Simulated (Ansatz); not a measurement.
# A hypothetical structure for BaHfSn3, part 2 of 2

Starting from a made-up structure for BaHfSn3, the aim is the relaxed cell, its shortest contacts and, where a second run follows, its electronic structure.

Ansatz 0.2.0; DFT, PBE, plane-wave PAW, files of the set soft_1, scalar-relativistic, no spin, cell and ions relaxed at zero pressure; PAW set soft_1 (the session's first sound run).

So far: The structure; Relaxing cell and atoms. The relaxed cell has a = 5.495, c = 10.728 Å (conventional setting).

### Step 3. Bands of the relaxed cell

A second self-consistent run takes a narrower smearing and the mesh shown in its input; the bands follow along the standard path of the relaxed lattice.

This step: DFT, PBE, plane-wave PAW, files of the set soft_1, scalar-relativistic, no spin, bands and density of states at the relaxed cell; PAW set soft_1 (Ansatz 0.2.0).

input.yaml reads:

```yaml
crystal:
  lattice:
    - [-2.7477227886, 2.7477227886, 5.3639068756]
    - [2.7477227886, -2.7477227886, 5.3639068756]
    - [2.7477227886, 2.7477227886, -5.3639068756]
  atoms:
    - { symbol: Hf, position: [0.3329034568, 0.3329034568, 0.0] }
    - { symbol: Ba, position: [0.9978015638, 0.9978015638, 0.0] }
    - { symbol: Sn, position: [0.6063551512, 0.6063551512, 0.0] }
    - { symbol: Sn, position: [0.2429199141, 0.7429199141, 0.5] }
    - { symbol: Sn, position: [0.7429199141, 0.2429199141, 0.5] }
kpoints:
  mp_grid: { grid: [8, 8, 8] }
  band_path:
    path:
      - [[0.0, 0.0, 0.0], [0.0, 0.0, 0.5], [-0.1312059, 0.1312059, 0.5], [-0.31560295, 0.31560295, 0.31560295], [0.0, 0.0, 0.0], [0.5, 0.5, -0.5], [0.31560295, 0.68439705, -0.31560295], [0.0, 0.5, 0.0], [0.25, 0.25, 0.25], [0.5, 0.5, -0.1312059], [0.5, 0.5, -0.5]]
      - [[0.0, 0.0, 0.5], [0.25, 0.25, 0.25]]
    npoints: 7
scf:
  occupations: { method: fermi_dirac, width: 0.03 }
  n_extra_bands: 9
hamiltonian:
  xc: pbe
  pseudopotentials: { kind: paw, azcp: { folder: soft_1 } }
output:
  forces: true
  stress: true
  write_bands: true
  dos: { projected: true }
  write_density: true
  write_potential: true
  elf: true
  volumetric_format: npy
```

Started as:

```console
> ansatz run input.yaml --threads 4 --pin off --max-ram 8192MiB --backend cpu --events-out ev --progress --plain --runs-dir out
```

Numbers of over 12 decimals in the logs are rounded to 6 here.

The log of the run:

```text
[...]
Crystal: 5 atoms, lattice volume = 161.990 Å³
Basis set: ecut = 420 eV, 3137 PW (Γ), exchange–correlation on 90×90×90 points (8 copies of the dense FFT grid, shifted against one another)
Bands: 48, of which v1, the nominal top of the filled ones, is band 39 counted from 1 (38 counted from 0)
Symmetry: 8 space group operations
[...]
k-points: 59 of 512 (time reversal used)
[...]
SCF iter   1: F=—  HF=-39749.330387 eV  |F-HF|=—  |Δ(HF+E_count)|=         —  Δρ=5.96e-2  dr2=2.23e1  ethr=3.10e-3  ⟨swp⟩=9.1  Hψ=12550  notcnv=0
[...]
SCF iter  11: F=-39745.636027 eV  HF=-39745.636028 eV  |F-HF|=1.15e-8  |Δ(HF+E_count)|=   9.35e-9  Δρ=2.37e-6  dr2=2.13e-8  ethr=1.28e-10  ⟨swp⟩=18.4  Hψ=22610  notcnv=0
SCF 1 converged in 11 iterations: F = -39745.636027 eV  dr2 = 2.13e-8
[...]
NSCF: frozen V_eff on 79 k-points
SCF converged after 11 iterations
Free energy (F): -39745.636027 eV
[...]
Internal energy: -39745.622331 eV  (E = F + TS)
E sigma→0 (E₀):  -39745.629179 eV
Entropy (-TS):   -0.013696 eV (-2.739 meV/atom)
Fermi energy:    10.012712 eV
[...]
--- Forces (eV/Å), atoms counted from 1 ---
  atom   1  Hf    -0.00000000     0.00000000    -0.00389836
  atom   2  Ba     0.00000000     0.00000000     0.01667829
  atom   3  Sn     0.00000000     0.00000000     0.02460930
  atom   4  Sn    -0.00000000    -0.00000000    -0.01868867
  atom   5  Sn    -0.00000000    -0.00000000    -0.01868867
  max |Σ_I F_I| component: 1.19e-5 eV/Å
--- Stress (GPa, compression-positive) ---
        0.048042      -0.000000      -0.000000
       -0.000000       0.048042       0.000000
       -0.000000       0.000000      -0.019361
  P = ⅓ Tr σ = 0.0256 GPa (0.256 kbar)
--- Band table (eV; the first three rows and the last of 59) ---
  k-point 0: bands = [... 35 lower, 7.8530, 8.7128, 9.7014, 10.2305, 10.2305, 10.3502, 10.7885, 10.7885, ... 5 higher]
  k-point 1: bands = [... 35 lower, 8.1084, 8.8393, 9.1923, 9.7790, 10.1838, 10.2631, 10.8937, 10.9405, ... 5 higher]
  k-point 2: bands = [... 35 lower, 7.8320, 8.8606, 9.2393, 9.6114, 9.9675, 10.5529, 10.9764, 11.3079, ... 5 higher]
  k-point 58: bands = [... 35 lower, 8.2676, 9.5649, 9.5649, 9.6720, 10.1213, 10.5744, 11.7312, 11.7312, ... 5 higher]
```

It took 21 s on 4 threads of Arm Neoverse V2, shared host; peak memory 0.85 GiB; 84 s of CPU time.

Numbers from this step:

| Quantity | Value |
| --- | --- |
| free energy | -39745.6360 eV |
| energy at zero smearing | -39745.6292 eV |
| smearing term TS | 0.01370 eV |
| pressure | 0.02557 GPa |

From bands.tsv, the bands that come nearest the Fermi level along the path, at its corners, in eV from the Fermi level:

```
point  band 36  band 37  band 38  band 39  band 40  band 41  band 42  band 43
    Γ    -2.16    -1.30    -0.31     0.22     0.22     0.34     0.78     0.78
    X    -2.03    -1.25    -0.63    -0.16     0.25     0.68     1.76     2.57
    Y    -1.81    -1.42    -0.43    -0.16     0.27     0.59     1.67     1.69
    S    -1.82    -1.33    -1.29    -0.67     0.08     0.28     1.79     2.03
    Γ    -2.16    -1.30    -0.31     0.22     0.22     0.34     0.78     0.78
    Z    -1.75    -0.45    -0.45    -0.34     0.11     0.56     1.72     1.72
   S1    -1.82    -1.33    -1.29    -0.67     0.08     0.28     1.79     2.03
    N    -2.27    -1.46    -1.41    -0.60     0.07     0.91     1.37     1.85
    P    -1.76    -1.76    -0.63     0.27     0.58     0.85     0.85     2.54
   Y1    -1.81    -1.42    -0.43    -0.16     0.27     0.59     1.67     1.69
    Z    -1.75    -0.45    -0.45    -0.34     0.11     0.56     1.72     1.72
    X    -2.03    -1.25    -0.63    -0.16     0.25     0.68     1.76     2.57
    P    -1.76    -1.76    -0.63     0.27     0.58     0.85     0.85     2.54
```

Counts of states for the cell as run, both spins, by energy window (eV from the Fermi level):

```csv
from,to,total
-8,-7,1.22
-7,-6,1.97
-6,-5,1.04
-5,-4,0.03
-4,-3,1.27
-3,-2,3.76
-2,-1,3.17
-1,0,3.69
0,1,4.23
1,2,3.94
```

A further 61.8 states lie below the table's range.

Electrostatic potential energy in the ac plane of the conventional cell at fractional y = 0.000, with atoms of Hf and Ba and Sn within 0.2 Å of it. With pseudopotentials it is smooth inside the atoms' cores, unlike the true potential.

Values in eV, 24 rows by 15 columns, each cell a mean:
```
-33 -32 -19   1   9  12  13  14  13  12  10   5  -9 -30 -33
-27 -20  -5   6  10  12  13  13  13  13  11   8   1 -13 -25
 -2   2   6   9  11  12  12  12  12  12  12  10   8   4  -1
  9  10  11  11  11   9   4   0   2   7  10  11  11  10   9
 12  12  12  11   8  -3 -15 -14 -15 -10   4  10  12  12  12
 12  12  12  11   4 -15  -4  12   6 -16  -4   9  12  12  12
  5   7  10  10   4 -15  -5  11   6 -16  -4   8  10   9   6
-15 -11   2   8   7  -3 -15 -14 -16  -9   4   9   6  -6 -15
  6 -11 -12   5  10   9   5   1   2   7  10   8  -3 -17   1
 13  -3 -15   5  11  12  12  11  12  12  12   8  -6 -15  10
 -9 -16  -6   8  12  13  13  13  13  13  13  10   2 -14 -12
 -6   0   7  11  13  13  14  14  14  14  13  12   9   3  -4
  6   8  10  12  13  14  14  14  14  14  13  13  11   9   7
 -4   0   6  10  12  13  13  13  13  13  13  11   8   3  -3
-23 -19  -5   7  11  12  12  12  12  12  12   9   1 -13 -22
-12 -23 -14   3   9   9   4   0   2   7  10   7  -5 -23 -17
-17 -23 -12   4   7  -3 -15 -13 -15 -10   4   7  -3 -21 -20
-19 -13   0   7   4 -14  -4  12   6 -16  -3   7   4  -7 -17
  2   5   8  10   5 -14  -5  11   6 -16  -3   9   9   6   3
  8   9  11  11   9  -2 -15 -14 -15  -9   5  11  11  10   9
  7   8  10  11  11   9   5   1   2   7  10  11  11   9   7
 -8  -3   4   9  11  12  12  11  11  12  11  10   7   1  -6
-31 -26  -9   4  10  12  13  13  13  12  11   7  -2 -19 -30
-33 -33 -21   0   8  12  13  14  13  12  10   5 -10 -31 -33
```
Columns run along a (5.5 Å; values clipped at the 3rd and 97th percentile), rows up along c (10.7 Å), edges of the conventional cell, whose origin can differ from the input's. Atoms in or near the plane, at fractional coordinates: Hf at (0.00, 0.33), Ba at (0.00, 0.00), Sn at (0.00, 0.61), Sn at (0.50, 0.24), Sn at (0.50, 0.74).

Valence density in the ac plane of the conventional cell at fractional y = 0.000, with atoms of Hf and Ba and Sn within 0.2 Å of it. It is the smooth field of the valence electrons, not physical close to the nuclei.

Values in e/Å³, 24 rows by 15 columns, each cell a mean:
```
 1  1  1  0  0  0  0  0  0  0  0  0  1  1  1
 1  1  1  0  0  0  0  0  0  0  0  0  0  1  1
 0  0  0  0  0  0  0  0  0  0  0  0  0  0  0
 0  0  0  0  0  0  0  0  0  0  0  0  0  0  0
 0  0  0  0  0  0  2  3  2  1  0  0  0  0  0
 0  0  0  0  0  1  5 10  8  3  0  0  0  0  0
 0  0  0  0  0  1  5 10  8  3  0  0  0  0  0
 2  1  0  0  0  0  1  3  2  1  0  0  0  1  1
 8  4  1  0  0  0  0  0  0  0  0  0  0  2  6
11  6  1  0  0  0  0  0  0  0  0  0  1  3  9
 4  2  1  0  0  0  0  0  0  0  0  0  0  1  4
 1  0  0  0  0  0  0  0  0  0  0  0  0  0  1
 0  0  0  0  0  0  0  0  0  0  0  0  0  0  0
 1  0  0  0  0  0  0  0  0  0  0  0  0  0  1
 7  3  1  0  0  0  0  0  0  0  0  0  0  1  6
42 13  2  0  0  0  0  0  0  0  0  0  1  6 30
29  9  1  0  0  1  2  3  2  1  0  0  1  4 20
 3  1  0  0  0  1  5 10  8  3  1  0  0  1  2
 0  0  0  0  0  1  5 10  8  3  1  0  0  0  0
 0  0  0  0  0  0  1  3  2  1  0  0  0  0  0
 0  0  0  0  0  0  0  0  0  0  0  0  0  0  0
 1  0  0  0  0  0  0  0  0  0  0  0  0  0  1
 1  1  1  0  0  0  0  0  0  0  0  0  0  1  1
 1  1  1  0  0  0  0  0  0  0  0  0  1  1  1
```
Columns run along a (5.5 Å), rows up along c (10.7 Å), edges of the conventional cell, whose origin can differ from the input's. Atoms in or near the plane, at fractional coordinates: Hf at (0.00, 0.33), Ba at (0.00, 0.00), Sn at (0.00, 0.61), Sn at (0.50, 0.24), Sn at (0.50, 0.74).

ELF in the ac plane of the conventional cell at fractional y = 0.000, with atoms of Hf and Ba and Sn within 0.2 Å of it. It is the smooth field of the valence electrons, not physical close to the nuclei.

Values, 24 rows by 15 columns, each cell a mean:
```
0.15 0.56 0.85 0.61 0.13 0.05 0.11 0.15 0.13 0.07 0.06 0.37 0.80 0.76 0.26
0.77 0.83 0.73 0.34 0.09 0.16 0.31 0.38 0.35 0.23 0.09 0.18 0.58 0.81 0.80
0.66 0.55 0.30 0.11 0.17 0.38 0.52 0.54 0.54 0.46 0.26 0.10 0.19 0.45 0.63
0.12 0.09 0.07 0.15 0.34 0.43 0.41 0.39 0.40 0.43 0.40 0.22 0.09 0.08 0.11
0.14 0.13 0.15 0.25 0.34 0.33 0.25 0.17 0.20 0.30 0.34 0.30 0.18 0.14 0.13
0.41 0.36 0.30 0.29 0.29 0.26 0.08 0.01 0.03 0.18 0.29 0.30 0.28 0.33 0.40
0.42 0.43 0.41 0.36 0.30 0.25 0.08 0.01 0.03 0.18 0.29 0.34 0.39 0.42 0.43
0.24 0.30 0.36 0.41 0.38 0.32 0.24 0.18 0.21 0.29 0.35 0.40 0.38 0.33 0.26
0.03 0.12 0.29 0.37 0.43 0.41 0.38 0.37 0.37 0.40 0.42 0.41 0.33 0.20 0.05
0.00 0.07 0.27 0.36 0.40 0.39 0.42 0.45 0.44 0.40 0.40 0.39 0.32 0.16 0.02
0.11 0.21 0.34 0.42 0.39 0.28 0.25 0.25 0.25 0.26 0.34 0.43 0.38 0.28 0.14
0.40 0.44 0.50 0.50 0.36 0.21 0.13 0.11 0.12 0.17 0.29 0.46 0.52 0.47 0.41
0.47 0.48 0.47 0.41 0.30 0.21 0.17 0.15 0.16 0.19 0.25 0.36 0.45 0.48 0.48
0.31 0.25 0.19 0.21 0.28 0.35 0.38 0.39 0.38 0.36 0.31 0.24 0.19 0.22 0.29
0.70 0.59 0.31 0.17 0.37 0.55 0.57 0.55 0.56 0.57 0.48 0.23 0.21 0.48 0.67
0.85 0.81 0.53 0.26 0.51 0.58 0.45 0.39 0.41 0.52 0.59 0.33 0.36 0.72 0.84
0.84 0.76 0.46 0.34 0.57 0.42 0.25 0.17 0.20 0.34 0.53 0.46 0.34 0.65 0.82
0.61 0.45 0.27 0.47 0.54 0.30 0.08 0.01 0.03 0.19 0.44 0.57 0.31 0.34 0.56
0.14 0.14 0.29 0.60 0.53 0.29 0.08 0.01 0.03 0.19 0.42 0.63 0.44 0.17 0.13
0.07 0.12 0.30 0.55 0.56 0.39 0.25 0.18 0.21 0.32 0.48 0.60 0.42 0.18 0.08
0.18 0.14 0.14 0.27 0.46 0.48 0.41 0.37 0.39 0.45 0.50 0.36 0.18 0.13 0.16
0.71 0.63 0.39 0.15 0.17 0.34 0.43 0.45 0.45 0.40 0.24 0.13 0.27 0.54 0.69
0.63 0.79 0.78 0.42 0.09 0.11 0.20 0.25 0.23 0.15 0.07 0.22 0.66 0.83 0.69
0.06 0.46 0.85 0.65 0.14 0.04 0.08 0.10 0.09 0.05 0.06 0.40 0.82 0.72 0.15
```
Columns run along a (5.5 Å), rows up along c (10.7 Å), edges of the conventional cell, whose origin can differ from the input's. Atoms in or near the plane, at fractional coordinates: Hf at (0.00, 0.33), Ba at (0.00, 0.00), Sn at (0.00, 0.61), Sn at (0.50, 0.24), Sn at (0.50, 0.74).

### Step 4. Results

- space group, relaxed: I4mm
- conventional cell: a = 5.495, b = 5.495, c = 10.728 Å; α = 90.0°, β = 90.0°, γ = 90.0°
- volume per atom: 32.40 Å³ (guess 28.57)

**Reading.** BaHfSn3 relaxes to I4mm with a = 5.495, b = 5.495 and c = 10.728 Å. The guessed volume was 12 % too small. The space group I4mm was held in the relaxation, so the end point is a stationary structure within it and may be a saddle against distortions or other arrangements. Bands cross the Fermi level, so it is a metal or semimetal at this level. On the 8×8×8 mesh with the narrower smearing (relaxed on 8×8×8) the largest force component is 0.025 eV/Å and the largest stress component is 0.048 GPa, against the relaxation's thresholds of 0.015 eV/Å and 0.05 GPa. The cutoff wasn't tested. Spin-orbit coupling is left out, which can matter for elements this heavy. No dispersion term is used, so weakly bound directions may come out too long. Nothing here tests whether the compound is stable against decomposition.

[Logs are printed without paths, hosts, clocks, repeated set-up lines and the standing remarks that a program may print on its own settings, such as how far it seeks lower states.]

[Hosts, paths, dates, database ids (printed as entryN), source tags and the programs' standing remarks are cut or masked in the printed files.]
